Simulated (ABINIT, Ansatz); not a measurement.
# ZrB2 (P6/mmm): zone-centre phonons, part 2 of 2

Aim: the zone-centre modes of ZrB2 (P6/mmm).

ABINIT 10.8.3; DFT LDA, scalar-relativistic, plane waves, JTH PAW pseudopotentials.

So far. Step 3 (Self-consistent run for the response): The cell stands at -0.25 GPa: the relaxation ran with a smoothed cutoff, and the difference is a stress of the finite basis. The relaxed cell has a = 3.133, c = 3.489 Å (conventional setting).

## (4) Zone-centre response

At q = 0 one unit cell holds all displacements. The response is solved for single atoms along the cell's directions, and symmetry skips those that follow from others. The crystal is treated as a metal, which screens a static field, so no field response is asked.

File dfpt_gamma.abi:

```

# common to the responses
getwfk_filepath "gso_WFK"
kptopt 2
nqpt 1
qpt 0.0 0.0 0.0
asr 0
chneut 0

# displacements
rfphon 1
rfatpol 1 3
rfdir 1 1 1
tolvrs 1.0d-10
prtwf 0

# basis, mesh and filling
ecut 18.0
pawecutdg 36.0
ngkpt 9 9 8
nshiftk 1
shiftk 0.0 0.0 0.0
istwfk *1
occopt 7
tsmear 0.01
nband 15
nstep 100
diemac 1000000.0
prtebands 0
prtgsr 0

# cell and atoms
acell 3*1.0 Angstrom
rprim 
    3.133235062 0.0 0.0
    -1.566617531 2.713461159 0.0
    0.0 0.0 3.489125603
ntypat 2
znucl 40 5
natom 3
typat 1 2 2
xred 
    0.0 0.0 0.0
    1/3 2/3 0.5
    2/3 1/3 0.5
pp_dirpath "./pseudo"
pseudos "Zr.xml, B.xml"
```

The run is started by

```console
$ OMP_NUM_THREADS=1 mpirun -n 4 abinit dfpt_gamma.abi > dfpt_gamma.log
```

Numbers of over 12 decimals in the logs are rounded to 6 here.

dfpt_gamma.abo, the main output file:

```text
[banners, grids, parts of the stress and lines that vanish by symmetry left out]
- input  file    -> dfpt_gamma.abi
- output file    -> dfpt_gamma.abo
- root for input  files -> dfpt_gammai
- root for output files -> dfpt_gammao

-   ./pseudo/Zr.xml
-   ./pseudo/B.xml
 Symmetries : space group P6/m m m (#191); Bravais hP (primitive hexag.)
================================================================================
 Values of the parameters that define the memory need of the present run (RF).
     intxc =       0      iscf =       7    lmnmax =      18     lnmax =       6
     mgfft =      27  mpssoang =       3    mqgrid =    3001     natom =       3
  nloc_mem =       2    nspden =       1   nspinor =       1    nsppol =       1
      nsym =      24    n1xccc =       1    ntypat =       2    occopt =       7
   xclevel =       1
-    mband =          15        mffmem =           1         mkmem =          82
-   mkqmem =          82        mk1mem =          82           mpw =         745
      nfft =       15552          nkpt =         325
- my_mband =          15
Pmy_natom=         1
================================================================================
[...]
--------------------------------------------------------------------------------
------------- Echo of variables that govern the present computation ------------
--------------------------------------------------------------------------------
-
- outvars: echo of selected default values
-   iomode0 =  0 , fftalg0 =312 , wfoptalg0 = 10
-
- outvars: echo of global parameters not present in the input file
-  max_nthreads =    1
-
 -outvars: echo values of preprocessed input variables
 [... echo left out ...]
[...]
chkinp: Checking input parameters for consistency.

[...]
== DATASET  1 ==================================================================
-   mpi_nproc: 4, omp_nthreads: 1 (-1 if OMP is not activated)

--- !DatasetInfo
iteration_state: {dtset: 1, }
dimensions: {natom: 3, nkpt: 325, mband: 15, nsppol: 1, nspinor: 1, nspden: 1, mpw: 745, }
cutoff_energies: {ecut:  18.0, pawecutdg:  36.0, }
electrons: {nelect:   1.80000000E+01, charge:   0.00000000E+00, occopt:   7.00000000E+00, tsmear:   1.00000000E-02, }
meta: {optdriver: 1, rfphon: 1, }
...

 mkfilename: getwfk from: gso_WFK

 Real(R)+Recip(G) space primitive vectors, cartesian coordinates (Bohr,Bohr^-1):
 R(1)=  5.9209562  0.0000000  0.0000000  G(1)=  0.1688916  0.0975096  0.0000000
 R(2)= -2.9604781  5.1276984  0.0000000  G(2)=  0.0000000  0.1950193  0.0000000
 R(3)=  0.0000000  0.0000000  6.5934918  G(3)=  0.0000000  0.0000000  0.1516647
 Unit cell volume ucvol=  2.0018420E+02 bohr^3
 Angles (23,13,12)=  9.00000000E+01  9.00000000E+01  1.20000000E+02 degrees
 setup1 : take into account q-point for computing boxcut.

 Coarse grid specifications (used for wave-functions):

 getcut: wavevector=  0.0000  0.0000  0.0000  ngfft=  24  24  27
         ecut(hartree)=     18.000   => boxcut(ratio)=   2.06470

 Fine grid specifications (used for densities):

 getcut: wavevector=  0.0000  0.0000  0.0000  ngfft=  32  32  36
         ecut(hartree)=     36.000   => boxcut(ratio)=   2.00098

--- Pseudopotential description ------------------------------------------------
- pspini: atom type   1  psp file is ./pseudo/Zr.xml

- pspini: atom type   2  psp file is ./pseudo/B.xml

   4.23419888E+02                                ecore*ucvol(ha*bohr**3)
[...]
==>  initialize data related to q vector <==

 The list of irreducible perturbations for this q vector is:
    1)    idir= 1    ipert=   1
    2)    idir= 3    ipert=   1
    3)    idir= 1    ipert=   2
    4)    idir= 3    ipert=   2

[...]
The perturbation idir=   2  ipert=   1 is
 symmetric of a previously calculated perturbation.
 So, its SCF calculation is not needed.

 The perturbation idir=   2  ipert=   2 is
 symmetric of a previously calculated perturbation.
 So, its SCF calculation is not needed.

 The perturbation idir=   1  ipert=   3 is
 symmetric of a previously calculated perturbation.
 So, its SCF calculation is not needed.

 The perturbation idir=   2  ipert=   3 is
 symmetric of a previously calculated perturbation.
 So, its SCF calculation is not needed.

 The perturbation idir=   3  ipert=   3 is
 symmetric of a previously calculated perturbation.
 So, its SCF calculation is not needed.

[...]
Perturbation wavevector (in red.coord.)   0.000000  0.000000  0.000000
 Perturbation : displacement of atom   1   along direction   1
 Found     4 symmetries that leave the perturbation invariant.

[...]
dfpt_looppert : total number of electrons, from k and k+q
  fully or partially occupied states are    1.800000E+01 and    1.800000E+01.
 Initialisation of the first-order wave-functions :
  ireadwf=   0

--- !BeginCycle
iteration_state: {dtset: 1, }
solver: {iscf: 7, nstep: 100, nline: 4, wfoptalg: 10, }
tolerances: {tolvrs: 1.00E-10, }
...

     iter   2DEtotal(Ha)        deltaE(Ha) residm    vres2
-ETOT  1   451.10163429258     -6.776E+02 1.612E+01 9.847E+05
 ETOT  2   10.529902130469     -4.406E+02 2.443E+00 1.761E+04
 ETOT  3   5.317129     -5.213E+00 2.013E-01 9.988E+02
[...]
At SCF step   11       vres2   =  6.80E-11 < tolvrs=  1.00E-10 =>converged.
[...]
Mean square residual over all n,k,spin=   98.403E-12; max=  10.839E-08

 Fourteen components of 2nd-order total energy (hartree) are
 1,2,3: 0th-order hamiltonian combined with 1st-order wavefunctions
     kin0=   2.74318810E+02 eigvalue=   5.89783283E+01  local=  -1.50404449E+02
 4,5,6: 1st-order hamiltonian combined with 1st and 0th-order wfs
 loc psp =  -1.74629782E+03  Hartree=   3.66364887E+02     xc=  -5.84993528E+01
 note that "loc psp" includes a xc core correction that could be resolved
 7,8,9: eventually, occupation + non-local contributions
    edocc=   2.56378610E+02     enl0=   8.73149808E+01   enl1=  -2.11831763E+02
 10: eventually, PAW "on-site" Hxc contribution: epaw1=   4.97164875E-03
 1-10 gives the relaxation energy (to be shifted if some occ is /=2.0)
   erelax=  -1.12367280E+03
 11,12,13 Non-relaxation  contributions : frozen-wavefunctions and Ewald
 fr.local=   9.02219765E+02 fr.nonlo=   1.87356399E+02  Ewald=   2.90848475E+01
 14,15 Frozen wf xc core corrections (1) and (2)
 frxc 1  =  -8.04008847E+00  frxc 2 =   1.80682860E+01
 16 Contribution from 1st-order change of wavefunctions overlap
 eovl1 =  -1.44608978E+02
 Resulting in :
 2DEtotal=    0.5016407267E+01 Ha. Also 2DEtotal=    0.136503395706E+03 eV
    (2DErelax=   -1.1236728015E+03 Ha. 2DEnonrelax=    1.1286892087E+03 Ha)
    (  non-var. 2DEtotal :    5.0154374414E+00 Ha)

[...]
Perturbation wavevector (in red.coord.)   0.000000  0.000000  0.000000
 Perturbation : displacement of atom   1   along direction   3
 Found    12 symmetries that leave the perturbation invariant.

[...]
dfpt_looppert : total number of electrons, from k and k+q
  fully or partially occupied states are    1.800000E+01 and    1.800000E+01.
 Initialisation of the first-order wave-functions :
  ireadwf=   0

--- !BeginCycle
iteration_state: {dtset: 1, }
solver: {iscf: 7, nstep: 100, nline: 4, wfoptalg: 10, }
tolerances: {tolvrs: 1.00E-10, }
...

     iter   2DEtotal(Ha)        deltaE(Ha) residm    vres2
-ETOT  1   1151.6223041352     -3.831E+02 4.276E+01 3.683E+06
[...]
At SCF step   12       vres2   =  1.03E-11 < tolvrs=  1.00E-10 =>converged.
[...]
Mean square residual over all n,k,spin=   17.478E-15; max=  10.136E-12

 Fourteen components of 2nd-order total energy (hartree) are
 1,2,3: 0th-order hamiltonian combined with 1st-order wavefunctions
     kin0=   3.51839006E+02 eigvalue=   7.49475707E+01  local=  -1.97962366E+02
 4,5,6: 1st-order hamiltonian combined with 1st and 0th-order wfs
 loc psp =  -2.37016002E+03  Hartree=   5.54105815E+02     xc=  -7.69593688E+01
 note that "loc psp" includes a xc core correction that could be resolved
 7,8,9: eventually, occupation + non-local contributions
    edocc=   3.22829556E+02     enl0=   1.12407385E+02   enl1=  -2.98955279E+02
 10: eventually, PAW "on-site" Hxc contribution: epaw1=   1.48473665E-02
 1-10 gives the relaxation energy (to be shifted if some occ is /=2.0)
   erelax=  -1.52789286E+03
 11,12,13 Non-relaxation  contributions : frozen-wavefunctions and Ewald
 fr.local=   1.13607390E+03 fr.nonlo=   2.61913909E+02  Ewald=   1.24356715E+02
 14,15 Frozen wf xc core corrections (1) and (2)
 frxc 1  =  -9.96152439E+00  frxc 2 =   2.23751842E+01
 16 Contribution from 1st-order change of wavefunctions overlap
 eovl1 =  -1.93334988E+02
 Resulting in :
 2DEtotal=    0.6865323782E+01 Ha. Also 2DEtotal=    0.186814977135E+03 eV
    (2DErelax=   -1.5278928576E+03 Ha. 2DEnonrelax=    1.5347581814E+03 Ha)
    (  non-var. 2DEtotal :    6.8655418750E+00 Ha)

[...]
Perturbation wavevector (in red.coord.)   0.000000  0.000000  0.000000
 Perturbation : displacement of atom   2   along direction   1
 Found     2 symmetries that leave the perturbation invariant.

[...]
dfpt_looppert : total number of electrons, from k and k+q
  fully or partially occupied states are    1.800000E+01 and    1.800000E+01.
 Initialisation of the first-order wave-functions :
  ireadwf=   0

--- !BeginCycle
iteration_state: {dtset: 1, }
solver: {iscf: 7, nstep: 100, nline: 4, wfoptalg: 10, }
tolerances: {tolvrs: 1.00E-10, }
...

     iter   2DEtotal(Ha)        deltaE(Ha) residm    vres2
-ETOT  1   16.168315137116     -5.631E+01 1.664E+00 2.936E+04
[...]
At SCF step   10       vres2   =  2.52E-12 < tolvrs=  1.00E-10 =>converged.
[...]
Mean square residual over all n,k,spin=   57.357E-12; max=  76.490E-09

 Fourteen components of 2nd-order total energy (hartree) are
 1,2,3: 0th-order hamiltonian combined with 1st-order wavefunctions
     kin0=   6.91201971E+01 eigvalue=  -8.23796401E+00  local=  -2.07643989E+01
 4,5,6: 1st-order hamiltonian combined with 1st and 0th-order wfs
 loc psp =  -7.18383826E+01  Hartree=   1.67586000E+01     xc=  -4.98718113E+00
 note that "loc psp" includes a xc core correction that could be resolved
 7,8,9: eventually, occupation + non-local contributions
    edocc=   7.07802485E+00     enl0=   7.47593279E+00   enl1=  -6.13458132E+01
 10: eventually, PAW "on-site" Hxc contribution: epaw1=   7.79364321E-03
 1-10 gives the relaxation energy (to be shifted if some occ is /=2.0)
   erelax=  -6.67331915E+01
 11,12,13 Non-relaxation  contributions : frozen-wavefunctions and Ewald
 fr.local=   4.60236757E+00 fr.nonlo=   3.58161389E+01  Ewald=   3.22108805E+01
 14,15 Frozen wf xc core corrections (1) and (2)
 frxc 1  =  -3.71854500E-01  frxc 2 =   2.21412650E-01
 16 Contribution from 1st-order change of wavefunctions overlap
 eovl1 =  -1.41297945E-01
 Resulting in :
 2DEtotal=    0.5745753657E+01 Ha. Also 2DEtotal=    0.156349922024E+03 eV
    (2DErelax=   -6.6733191524E+01 Ha. 2DEnonrelax=    7.2478945180E+01 Ha)
    (  non-var. 2DEtotal :    5.7455493355E+00 Ha)

[...]
Perturbation wavevector (in red.coord.)   0.000000  0.000000  0.000000
 Perturbation : displacement of atom   2   along direction   3
 Found     6 symmetries that leave the perturbation invariant.

--------------------------------------------------------------------------------

--------------------------------------------------------------------------------

 dfpt_looppert : total number of electrons, from k and k+q
  fully or partially occupied states are    1.800000E+01 and    1.800000E+01.
 Initialisation of the first-order wave-functions :
  ireadwf=   0

--- !BeginCycle
iteration_state: {dtset: 1, }
solver: {iscf: 7, nstep: 100, nline: 4, wfoptalg: 10, }
tolerances: {tolvrs: 1.00E-10, }
...

     iter   2DEtotal(Ha)        deltaE(Ha) residm    vres2
-ETOT  1   45.636719890591     -4.582E+01 1.945E+00 1.565E+05
[...]
ETOT  9   4.511634      3.152E-10 4.475E-08 4.161E-10
 ETOT 10   4.511634     -2.478E-11 1.371E-08 1.197E-11

 At SCF step   10       vres2   =  1.20E-11 < tolvrs=  1.00E-10 =>converged.
[...]
Mean square residual over all n,k,spin=   13.040E-12; max=  13.710E-09

 Fourteen components of 2nd-order total energy (hartree) are
 1,2,3: 0th-order hamiltonian combined with 1st-order wavefunctions
     kin0=   8.69507908E+01 eigvalue=  -1.12852111E+01  local=  -2.48814688E+01
 4,5,6: 1st-order hamiltonian combined with 1st and 0th-order wfs
 loc psp =  -1.02299627E+02  Hartree=   2.62394857E+01     xc=  -6.72827551E+00
 note that "loc psp" includes a xc core correction that could be resolved
 7,8,9: eventually, occupation + non-local contributions
    edocc=   7.48492453E+00     enl0=   9.14617542E+00   enl1=  -7.15774621E+01
 10: eventually, PAW "on-site" Hxc contribution: epaw1=   9.86660452E-03
 1-10 gives the relaxation energy (to be shifted if some occ is /=2.0)
   erelax=  -8.69408010E+01
 11,12,13 Non-relaxation  contributions : frozen-wavefunctions and Ewald
 fr.local=   7.29760888E+00 fr.nonlo=   4.12609547E+01  Ewald=   4.29194279E+01
 14,15 Frozen wf xc core corrections (1) and (2)
 frxc 1  =  -4.69025196E-01  frxc 2 =   4.43468776E-01
 16 Contribution from 1st-order change of wavefunctions overlap
 eovl1 =  -2.42612518E-03
 Resulting in :
 2DEtotal=    0.4511634076E+01 Ha. Also 2DEtotal=    0.122767817450E+03 eV
    (2DErelax=   -8.6940801031E+01 Ha. 2DEnonrelax=    9.1452435107E+01 Ha)
    (  non-var. 2DEtotal :    4.5114646181E+00 Ha)

[...]
---- first-order wavefunction calculations are completed ----

 ==> Compute Derivative Database <==

 [... matrices left out ...]
  Phonon wavevector (reduced coordinates) :  0.00000  0.00000  0.00000
 Phonon energies in Hartree :
  -1.781742E-05  1.029425E-05  1.029425E-05  2.119204E-03  2.119204E-03
   2.226342E-03  2.554389E-03  3.605739E-03  3.605739E-03
 Phonon frequencies in cm-1    :
- -3.910473E+00  2.259326E+00  2.259326E+00  4.651116E+02  4.651116E+02
-  4.886256E+02  5.606236E+02  7.913683E+02  7.913683E+02

== END DATASET(S) ==============================================================
================================================================================

 -outvars: echo values of variables after computation
            acell      1.8897261259E+00  1.8897261259E+00  1.8897261259E+00 Bohr
           etotal      4.5116340763E+00
            fcart      0.0000000000E+00  0.0000000000E+00  0.0000000000E+00
           strten      0.0000000000E+00  0.0000000000E+00  0.0000000000E+00
================================================================================
```

Elapsed: 1.8 min, on 4 MPI ranks of Arm Neoverse N1, shared host; 7.2 min of CPU time.

This step gave:

* largest acoustic frequency at the zone centre before the sum rule: -3.91 cm⁻¹
* highest optical zone-centre mode (no LO-TO term): 791.4 cm⁻¹
* lowest optical zone-centre mode: 465.1 cm⁻¹

The acoustic modes at Γ come out as far as 3.9 cm⁻¹ from zero, where they should vanish, a small numerical error.

## (5) Summary of results

- space group after relaxation: P6/mmm
- volume per atom: 9.89 Å³
- highest optical zone-centre mode (no LO-TO term): 791.4 cm⁻¹
- lowest optical zone-centre mode: 465.1 cm⁻¹

At the LDA level the optical modes of ZrB2 (P6/mmm) at the zone centre run from 465 to 791 cm⁻¹. These are harmonic frequencies at zero temperature: anharmonic shifts and linewidths and thermal expansion are left out. In a metal the frequencies hang on the k mesh and the smearing, most of all near Kohn anomalies.

[Host names and launcher messages were left out of these logs when they were recorded.]

[Logs are printed without paths, hosts, clocks, repeated set-up lines and the standing remarks that a program may print on its own settings, such as how far it seeks lower states.]

[Hosts, paths, dates, database ids (printed as entryN), source tags and the programs' standing remarks are cut or masked in the printed files.]
